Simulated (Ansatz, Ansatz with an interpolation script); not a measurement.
An input for Ansatz 0.2.0 (ThCl4 (I4_1/amd)):

```yaml
crystal:
  lattice:
    - [-4.243, 4.243, 3.7325]
    - [4.243, -4.243, 3.7325]
    - [4.243, 4.243, -3.7325]
  atoms:
    - { symbol: Th, position: [0.75, 0.25, 0.5] }
    - { symbol: Th, position: [0.0, 0.0, 0.0] }
    - { symbol: Cl, position: [0.2375, 0.9242, 0.3133] }
    - { symbol: Cl, position: [0.6742, 0.8609, 0.1867] }
    - { symbol: Cl, position: [0.6109, 0.9242, 0.6867] }
    - { symbol: Cl, position: [0.6742, 0.4875, 0.8133] }
    - { symbol: Cl, position: [0.5125, 0.3258, 0.1867] }
    - { symbol: Cl, position: [0.0758, 0.7625, 0.6867] }
    - { symbol: Cl, position: [0.1391, 0.3258, 0.8133] }
    - { symbol: Cl, position: [0.0758, 0.3891, 0.3133] }
kpoints:
  mp_grid: { grid: [4, 4, 4] }
  band_path:
    path:
      - [[0.0, 0.0, 0.0], [0.0, 0.0, 0.5], [-0.5, 0.5, 0.5], [0.0, 0.0, 0.0], [0.44346107, 0.44346107, -0.44346107]]
      - [[-0.44346107, 0.55653893, 0.44346107], [-0.5, 0.5, 0.5]]
      - [[0.0, 0.0, 0.5], [0.25, 0.25, 0.25], [0.0, 0.5, 0.0], [0.0, 0.0, 0.0]]
    npoints: 10
hamiltonian:
  xc: lda
  pseudopotentials: { kind: paw_fr, azcp: { folder: soft_1 }, xc_functional: pbe }
scf:
  occupations: { method: fermi_dirac, width: 0.02 }
  n_extra_bands: 14
magnetization:
  noncollinear: true
  spin_orbit: true
output:
  eigenvalues: true
```

```sh
ansatz run input.yaml --threads 8 --pin off --max-ram 18432MiB --backend cpu --events-out ev --progress --plain --runs-dir out
```

Question: Estimate wall time and host memory on 8 threads of INTEL XEON PLATINUM 8581C at 2.10GHz (Emerald Rapids), shared host.

It took 38 s; on shared hardware allow 19 s to 76 s. Peak host memory was 3.9 GiB. The sizes that set the cost: 5225 plane waves a state, 13 irreducible k points and 10 SCF cycles.

[Paths, hosts, dates, memory and timing lines, banners, echoed tables and standing remarks are left out of the program output.]

[Logs are printed without paths, hosts, clocks, repeated set-up lines and the standing remarks that a program may print on its own settings, such as how far it seeks lower states.]

[Runs of the session that timed out or met a known fault of the program may be left out.]

[Hosts, paths, dates, database ids (printed as entryN), source tags and the programs' standing remarks are cut or masked in the printed files.]
